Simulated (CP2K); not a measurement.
The C K edge of hydrogen cyanide dimer was computed by TDDFT (CP2K XAS_TDP, aug-cc-pVDZ, TDA) at these levels: PBE, PBEh(45%) and PBEh(45%) + GW2X. The first three lines of C1 (bonded to N and H) with a strength over 0.0015, energy in eV and strength:

| run | first | second | third |
| --- | --- | --- | --- |
| 1 | 282.25 (0.054) | 282.27 (0.054) | 285.41 (0.012) |
| 2 | 289.41 (0.053) | 289.43 (0.053) | 292.57 (0.012) |
| 3 | 270.13 (0.027) | 270.15 (0.027) | 271.33 (0.003) |

Which run is which?

Run 1: PBEh(45%) (45 % exact exchange). Run 2: PBEh(45%) + GW2X (45 % exact exchange). Run 3: PBE (0 % exact exchange). Self-interaction lifts the core level, so the uncorrected lines rise with the share of exact exchange. The GW2X run keeps the spacings of its parent: 0.02 eV between the first two lines in run 2, 0.02 eV in run 1. Its shift is +7.16 eV, since the Kohn–Sham level at this share of exchange lies that far above the quasiparticle level.

[Hosts, paths, dates, database ids (printed as entryN), source tags and the programs' standing remarks are cut or masked in the printed files.]
